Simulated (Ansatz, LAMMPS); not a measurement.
# Structural relaxation of amorphous 61SiO2-39Al2O3 (mol %) (106 atoms), part 2 of 4

Wanted: the relaxed structure of amorphous 61SiO2-39Al2O3 (mol %) (106 atoms) and its electronic structure.

Ansatz 0.2.0; Kohn-Sham DFT, PBE, PAW (set soft_2), plane waves.

The cell: 17 Si, 22 Al and 67 O. The quench rate of 50 K/ps is orders of magnitude faster than experiment. The network of bonds at the start is that of the classical potential that made the cell. Only the Γ point is sampled in the main run, in a cell whose shortest periodic width is 11 Å.

So far. Step 3 (Single point at the start): Neighbours are counted within 2.43 Å (O-Al), 2.12 Å (O-Si).

**4. Cell and atoms relaxed**

Cell and atoms are freed together, to release stress as well as forces.

Contents of input.yaml:

```yaml
crystal:
  lattice:
    - [11.1376, 0.0, 0.0]
    - [0.0, 11.1376, 0.0]
    - [0.0, 0.0, 11.1376]
  atoms:
    [... the 106 atom lines of step 3 ...]
kpoints:
  mp_grid: { grid: [1, 1, 1] }
hamiltonian:
  xc: pbe
scf:
  occupations: { method: fermi_dirac, width: 0.025 }
output:
  forces: true
relax:
  f_tol: 0.04
  max_steps: 250
  cell: {}
```

The run is started by

```bash
ansatz run input.yaml --threads 4 --pin off --max-ram 8192MiB --backend cpu --events-out ev --progress --plain --runs-dir out
```

Numbers of over 12 decimals in the logs are rounded to 6 here.

Output:

```text
[...]
Crystal: 106 atoms, lattice volume = 1381.576 Å³
Basis set: ecut = 420 eV, 27081 PW (Γ), exchange–correlation on 150×150×150 points (8 copies of the dense FFT grid, shifted against one another)
Bands: 374, of which v1, the nominal top of the filled ones, is band 268 counted from 1 (267 counted from 0)
Symmetry: 1 space group operations
[...]
k-points: 1
[...]
SCF iter   1: F=—  HF=-60773.018352 eV  |F-HF|=—  |Δ(HF+E_count)|=         —  Δρ=2.34e-3  dr2=1.29e-1  ethr=1.77e-3  ⟨swp⟩=6.0  Hψ=1527  notcnv=0  defer=99
[...]
SCF iter   9: F=-60773.002739 eV  HF=-60773.002739 eV  |F-HF|=8.93e-9  |Δ(HF+E_count)|=   6.41e-8  Δρ=2.54e-6  dr2=7.07e-8  ethr=1.87e-11  ⟨swp⟩=3.0  Hψ=1197  notcnv=0
SCF 1 converged in 9 iterations: F = -60773.002739 eV  dr2 = 7.07e-8
[...]
relax step   1: F+E_penalty+E_count = -60773.00273856 eV  Δ(F+E_penalty+E_count) = +0.000e0 eV  max|allowed force component| = 1.946e0 eV/Å  Δτ_max = 0.0000 Å  P = +2.091 GPa  Ω = 1381.576 Å³  (9 SCF iters, dr2 threshold 1.00e-7 eV, accepted)
[... from here on, the SCF cycles and remarks between the steps are left out ...]
relax step   2: F+E_penalty+E_count = -60775.01703842 eV  Δ(F+E_penalty+E_count) = -2.014e0 eV  max|allowed force component| = 1.100e0 eV/Å  Δτ_max = 0.0747 Å  P = +1.047 GPa  Ω = 1382.471 Å³  energy of the carried Pulay correction = -3.115e-3 eV  (7 SCF iters, dr2 threshold 1.06e-5 eV, accepted)
relax step   3: F+E_penalty+E_count = -60776.62736977 eV  Δ(F+E_penalty+E_count) = -1.610e0 eV  max|allowed force component| = 7.620e-1 eV/Å  Δτ_max = 0.1658 Å  P = -0.288 GPa  Ω = 1375.207 Å³  energy of the carried Pulay correction = +2.223e-2 eV  (7 SCF iters, dr2 threshold 1.06e-5 eV, accepted)
relax step   4: F+E_penalty+E_count = -60777.19587853 eV  Δ(F+E_penalty+E_count) = -5.685e-1 eV  max|allowed force component| = 4.457e-1 eV/Å  Δτ_max = 0.2000 Å  P = +0.015 GPa  Ω = 1360.136 Å³  energy of the carried Pulay correction = +7.523e-2 eV  (7 SCF iters, dr2 threshold 1.06e-5 eV, accepted)
relax step   5: F+E_penalty+E_count = -60777.39028475 eV  Δ(F+E_penalty+E_count) = -1.944e-1 eV  max|allowed force component| = 2.726e-1 eV/Å  Δτ_max = 0.2000 Å  P = +0.043 GPa  Ω = 1352.563 Å³  energy of the carried Pulay correction = +1.021e-1 eV  (7 SCF iters, dr2 threshold 1.06e-5 eV, accepted)
relax step   6: F+E_penalty+E_count = -60777.48799091 eV  Δ(F+E_penalty+E_count) = -9.771e-2 eV  max|allowed force component| = 2.196e-1 eV/Å  Δτ_max = 0.1810 Å  P = +0.002 GPa  Ω = 1348.142 Å³  energy of the carried Pulay correction = +1.178e-1 eV  (7 SCF iters, dr2 threshold 4.65e-6 eV, accepted)
relax step   7: F+E_penalty+E_count = -60777.49728276 eV  Δ(F+E_penalty+E_count) = -9.292e-3 eV  max|allowed force component| = 4.270e-2 eV/Å  Δτ_max = 0.0658 Å  P = -0.022 GPa  Ω = 1348.953 Å³  energy of the carried Pulay correction = +1.149e-1 eV  (7 SCF iters, dr2 threshold 3.01e-6 eV, accepted)
relax step   8: F+E_penalty+E_count = -60777.50349961 eV  Δ(F+E_penalty+E_count) = -6.217e-3 eV  max|allowed force component| = 3.552e-2 eV/Å  Δτ_max = 0.0480 Å  P = +0.008 GPa  Ω = 1348.113 Å³  energy of the carried Pulay correction = +1.179e-1 eV  (7 SCF iters, dr2 threshold 1.14e-7 eV, accepted)
relax step   9: F+E_penalty+E_count = -60777.45424097 eV  Δ(F+E_penalty+E_count) = +4.926e-2 eV  max|allowed force component| = 3.533e-2 eV/Å  Δτ_max = 0.0000 Å  P = -0.063 GPa  Ω = 1348.113 Å³  stress off target by 2.91e-1 GPa  SCF on the basis re-selected at this cell (its energy is not comparable with the rows above)  (7 SCF iters)
relax step  10: F+E_penalty+E_count = -60777.46132721 eV  Δ(F+E_penalty+E_count) = -7.086e-3 eV  max|allowed force component| = 2.916e-2 eV/Å  Δτ_max = 0.0188 Å  P = +0.001 GPa  Ω = 1347.466 Å³  energy of the carried Pulay correction = +2.428e-3 eV  (7 SCF iters, dr2 threshold 2.12e-7 eV, accepted)
relax step  11: F+E_penalty+E_count = -60777.45762237 eV  Δ(F+E_penalty+E_count) = +3.705e-3 eV  max|allowed force component| = 2.922e-2 eV/Å  Δτ_max = 0.0000 Å  P = -0.002 GPa  Ω = 1347.466 Å³  stress off target by 9.28e-3 GPa  SCF on the basis re-selected at this cell (its energy is not comparable with the rows above)  (6 SCF iters)
[...]
SCF converged after 6 iterations
Free energy (F): -60777.457622 eV
[...]
Internal energy: -60777.457622 eV  (E = F + TS)
E sigma→0 (E₀):  -60777.457622 eV
Fermi energy:    5.390337 eV
[...]
--- Forces (eV/Å), atoms counted from 1 ---
  atom   1  Si     0.00131693     0.01141836     0.01152210
  atom   2  Si    -0.00068373    -0.01728129    -0.00900556
  atom   3  Si     0.00354311    -0.01269151     0.00584414
  atom   4  Si    -0.00029120     0.01229285     0.00739072
  atom   5  Si     0.01505426    -0.00153997    -0.00717774
  atom   6  Si     0.00136389    -0.01043282     0.00015808
  atom   7  Si    -0.00476491    -0.00497309    -0.00372296
  atom   8  Si    -0.00320828     0.00176853     0.00222141
  atom   9  Si    -0.00036916    -0.00859002     0.01018109
  atom  10  Si     0.00005447     0.00211697    -0.00340504
  atom  11  Si     0.00415463     0.00554609    -0.00610289
  atom  12  Si    -0.00536186     0.00005564     0.00571500
  atom  13  Si    -0.01644294    -0.01522726     0.00436118
  atom  14  Si    -0.00103408    -0.00035771    -0.00056903
[...]
atom 105  O      0.00157145     0.00489428    -0.00650599
  atom 106  O     -0.00682426     0.00524438    -0.00378131
  max |Σ_I F_I| component: 7.68e-5 eV/Å
--- Stress (GPa, compression-positive) ---
       -0.003317      -0.001658       0.006940
       -0.001660      -0.004917      -0.004264
        0.006946      -0.004268       0.003531
  P = ⅓ Tr σ = -0.0016 GPa (-0.016 kbar)
--- Relaxed structure (9 steps of the walk, 9 accepted, 2 SCFs on fresh bases) ---
  F+E_penalty+E_count = -60777.45762237 eV   max|allowed force component| = 2.922e-2 eV/Å   (the final SCF, on the basis selected at the relaxed cell)
  cell:  # Å, volume = 1347.4658 Å³
    - [10.734578, 0.180736, 0.143599]
    - [0.180736, 11.286459, -0.194912]
    - [0.143599, -0.194912, 11.130170]
  atoms:
    - { symbol: Si, position: [0.273412, 0.451074, 0.509469] }
    - { symbol: Si, position: [0.939168, 0.674942, 0.207529] }
    - { symbol: Si, position: [0.421404, 0.743699, 0.381350] }
    - { symbol: Si, position: [0.568704, 0.191685, 0.587937] }
[...]
- { symbol: O, position: [0.668652, 0.484940, 0.461177] }
```

Elapsed: 2.5 min, on 4 threads of Arm Neoverse V2, shared host; peak memory 1.7 GiB; 9.4 min of CPU time.

The steps of the relaxation:

```
step  energy less that of the first step (eV)  largest force component (eV/Å)  pressure (GPa)  volume (Å³)
   1                                   0.0000                          1.9463            2.09      1381.58
   2                                  -2.0143                          1.0999            1.05      1382.47
   3                                  -3.6246                          0.7620           -0.29      1375.21
   4                                  -4.1931                          0.4457            0.02      1360.14
   5                                  -4.3875                          0.2726            0.04      1352.56
   6                                  -4.4853                          0.2196            0.00      1348.14
   7                                  -4.4945                          0.0427           -0.02      1348.95
   8                                  -4.5008                          0.0355            0.01      1348.11
  9*                                  -4.4515                          0.0353           -0.06      1348.11
  10                                  -4.4586                          0.0292            0.00      1347.47
 11*                                  -4.4549                          0.0292            0.00      1347.47
```

Relaxation steps marked * repeat the geometry before them on a plane-wave basis chosen anew for their cell, so energy and pressure can jump there.

```
     cell as run  before   after  change
           a (Å)  11.138  10.737  -3.6 %
           b (Å)  11.138  11.290  +1.4 %
           c (Å)  11.138  11.133  -0.0 %
           α (°)   90.00   91.98  +2.2 %
           β (°)   90.00   88.51  -1.7 %
           γ (°)   90.00   88.13  -2.1 %
volume (Å³/atom)   13.03   12.71  -2.5 %
```

The atoms that moved most (Å, as changes of fractional coordinates times the final cell):

```
atom      dx      dy      dz  length
Al23  -0.124   0.503   0.142   0.537
 O99   0.040  -0.426  -0.300   0.522
Al28  -0.090  -0.109   0.303   0.334
O102   0.279  -0.104  -0.061   0.304
 O58  -0.083   0.282   0.050   0.298
 O68   0.035  -0.128   0.265   0.297
 O40  -0.216   0.197   0.032   0.294
 O86  -0.151   0.124  -0.200   0.279
```

The relaxation changed the energy by -42.0 meV/atom, and atoms moved by 0.17 Å r.m.s., 0.54 Å at most.

**5. Local order after relaxation**

Bonds before and after, by the cutoffs listed below:

```
pair  bonds before  bonds after  mean before (Å)  mean after (Å)  spread before (Å)  spread after (Å)
O-Al            92           94            1.813           1.822              0.120             0.096
O-Si            68           68            1.631           1.643              0.051             0.045
```

Density 2.64 g/cm³, 12.71 Å³ an atom.

g(r), total and by pair (bins of 0.2 Å):

```
r (Å)  total   O-O  O-Al  O-Si  Al-Al  Al-Si  Si-Si
 1.50   0.38  0.00  0.00  1.90   0.00   0.00   0.00
 1.70   3.38  0.00  5.15  9.98   0.00   0.00   0.00
 1.90   1.31  0.00  4.98  0.00   0.00   0.00   0.00
 2.10   0.04  0.00  0.17  0.00   0.00   0.00   0.00
 2.30   0.02  0.00  0.07  0.00   0.00   0.00   0.00
 2.50   0.48  1.12  0.06  0.08   0.00   0.00   0.00
 2.70   1.63  3.82  0.10  0.00   1.52   0.21   0.00
 2.90   1.04  2.02  0.35  0.00   1.04   1.19   0.84
 3.10   1.23  1.23  0.41  0.44   4.36   4.33   2.32
 3.30   0.96  0.70  0.89  0.69   2.47   1.98   2.83
 3.50   0.91  0.60  1.46  1.03   1.46   0.23   0.00
 3.70   0.74  0.39  1.23  1.14   0.16   0.42   0.00
 3.90   0.91  0.54  1.25  1.52   0.30   0.47   0.47
 4.10   1.16  0.70  1.34  2.23   0.80   0.34   0.88
 4.30   1.23  0.86  1.48  1.72   0.83   1.24   1.40
 4.50   1.16  1.09  1.58  0.93   0.33   0.84   1.65
 4.70   0.87  1.02  0.84  0.62   0.81   1.03   0.52
 4.90   1.04  1.33  0.70  0.77   0.74   1.25   2.02
 5.10   1.02  1.40  0.69  0.61   1.36   1.05   1.14
 5.30   1.02  1.35  0.72  0.65   1.26   1.22   0.67
```

Bonds by pair of elements; cutoffs follow the first minimum of g(r), held within bounds set by covalent radii, and pairs that aren't listed don't count as bonded:

```
pair A-B  cutoff (Å)  bonds  mean length (Å)  spread (Å)  shortest (Å)  B about A  A about B
    O-Al        2.43     94             1.82       0.096          1.68       1.40       4.27
    O-Si        2.12     68             1.64       0.045          1.56       1.01          4
```

How many atoms have how many bonded neighbours:

```
element  mean   2   3   4  5
     Al  4.27   0   0  16  6
      O  2.42  39  28   0  0
     Si     4   0   0  17  0
```

Bond angles (no mean is given where the spread exceeds 20°):

```
  angle  count  mean (°)  spread (°)
 O-Al-O    156       108        18.8
 O-Si-O    102       109         5.7
Al-O-Si     54       128        16.9
Al-O-Al     53       117        16.8
Si-O-Si     16       150        14.9
```

Oxygen atoms by the number of network formers (Si, P, Ge, B, Al, As, Ga) bound to them:

```
network formers bound to O  O atoms  per cent
                         0        0         0
                         1        0         0
                         2       39      58.2
                         3       28      41.8
```

Network units: each former by its oxygen neighbours and how many of them bridge to another former:

```
former  O neighbours  bridging O  atoms
    Si             4           4     17
    Al             4           4     16
    Al             5           5      6
```

Bond length by coordination (bonds to H left out):

```
element  coordination  atoms  mean bond length (Å)
     Al             4     16                  1.80
     Al             5      6                  1.88
      O             2     39                  1.66
      O             3     28                  1.83
```

Rings of the network by King's shortest-path rule, up to 12 atoms, one path for each pair of neighbours; H, halogens, alkali and alkaline-earth atoms are left out, and the last column divides by all other atoms, bonded or not:

```
ring size (atoms)  rings  per network atom
                4      8             0.075
                6     20             0.189
                8     35              0.33
               10     37             0.349
               12     22             0.208
```

For some of the pairs, g(r) has its first main peak near 2.7 Å (O-O), 1.8 Å (O-Al), 1.6 Å (O-Si), 3.1 Å (Al-Si) and 3.2 Å (Si-Si). By these cutoffs 73 % of Al atoms have 4, 58 % of O atoms have 2 and all Si atoms have 4 bonded neighbours. 58 % of the oxygens bridge two formers (Si and Al) and 0 % are non-bridging; 42 % join three. The commonest Al unit has 4 oxygens, 4 of them shared with other formers (16 of 22 atoms). Rings of 10 atoms are the most common (30 % of those counted); sizes run from 4 to 12, where the search stops.

[end of part 2 of 4]

[Logs are printed without paths, hosts, clocks, repeated set-up lines and the standing remarks that a program may print on its own settings, such as how far it seeks lower states.]

[Hosts, paths, dates, database ids (printed as entryN), source tags and the programs' standing remarks are cut or masked in the printed files.]
